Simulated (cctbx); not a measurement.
## Interatomic vectors of Cu3S2F2

Space group P2_1/c (no. 14), a = 6.3820 Å, b = 6.8060 Å, c = 6.0900 Å, α = 90.00°, β = 115.55°, γ = 90.00°, content Cu6 S4 F4.

Simulated single-crystal data (cctbx): Cu Kα, λ = 1.54184 Å, to d = 0.8 Å, 80 % of the full sphere, strongest reflection 5000 counts, noise from counting, a 6 % proportional error and a noise floor of 2 counts (s.d.); no absorption, some extinction.

Patterson synthesis from sharpened amplitudes, origin scaled to 1000:

```text
Patterson group P 1 2/m 1
      u       v       w   height  length (A)
  0.000   0.000   0.000   1000.0     0.00
  0.000   0.262   0.500    389.8     3.53
  0.132   0.000   0.723    314.0     2.19
  0.217   0.500   0.720    312.8     4.30
  0.088   0.500  -0.002    283.3     3.45
  0.461   0.385   0.254    237.8     3.74
  0.458   0.115   0.754    235.3     3.89
  0.000   0.500   0.500    206.2     4.57
  0.169   0.253   0.220    183.3     2.16
  0.320   0.120   0.027    124.3     2.14
  0.328   0.378   0.526    122.6     4.95
  0.227   0.500   0.895    116.3     3.86
  0.321   0.000   0.873    108.1     2.49
  0.358   0.500   0.454    100.8     4.36
```

**Question.** Which atom pairs make the peaks, and where is the heaviest atom?

A peak at u stands for all pairs with xi − xj = u, with weight Σ ZiZj against Σ Z² = 6394 at the origin. Peak heights follow these weights only roughly, since form factors, motion and series ripples differ, all vectors within 0.55 Å of a peak are counted as merged into it though the farther ones add only part of their weight, and F(000) is left out, which lowers the whole map:

| u | v | w | shortest length (Å) | height | 1000 ΣZiZj/ΣZ² | pairs in the cell |
| --- | --- | --- | --- | --- | --- | --- |
| 0.000 | 0.262 | 0.500 | 3.53 | 390 | 368 | 2 × Cu–Cu, 2 × S–S, 2 × F–F |
| 0.132 | 0.000 | 0.723 | 2.19 | 314 | 290 | 4 × Cu–S |
| 0.217 | 0.500 | 0.720 | 4.29 | 313 | 290 | 4 × Cu–S |
| 0.088 | 0.500 | -0.002 | 3.45 | 283 | 263 | 2 × Cu–Cu |
| 0.461 | 0.385 | 0.254 | 3.74 | 238 | 263 | 2 × Cu–Cu |
| 0.458 | 0.115 | 0.754 | 3.22 | 235 | 263 | 2 × Cu–Cu |
| 0.000 | 0.500 | 0.500 | 4.57 | 206 | 263 | 2 × Cu–Cu |
| 0.169 | 0.253 | 0.220 | 2.16 | 183 | 290 | 4 × Cu–S |
| 0.320 | 0.120 | 0.027 | 2.14 | 124 | 145 | 2 × Cu–S |
| 0.328 | 0.378 | 0.526 | 3.93 | 123 | 145 | 2 × Cu–S |

The table stops at ten peaks or at a height of 45, below which ripples compete. In the model behind the data Cu, the heaviest element, has 2 independent sites: (0.5394, 0.8845, 0.2482) and (0, 0, 0), up to an allowed shift of origin; the Cu–Cu vectors are differences of these positions and their symmetry mates. The whole model:

```csv
atom,mult.,x,y,z,Ueq (Å²)
Cu1,4,0.5394,0.8845,0.2482,0.0133
Cu2,2,0,0,0,0.0225
S1,4,0.6776,0.6200,0.4732,0.0199
F1,4,0.7735,0.3864,0.1198,0.0235
```

The model is made up (kin elements in a known structure type, no relaxation), so it says nothing on whether the phase exists.

[Logs are printed without paths, hosts, clocks, repeated set-up lines and the standing remarks that a program may print on its own settings, such as how far it seeks lower states.]
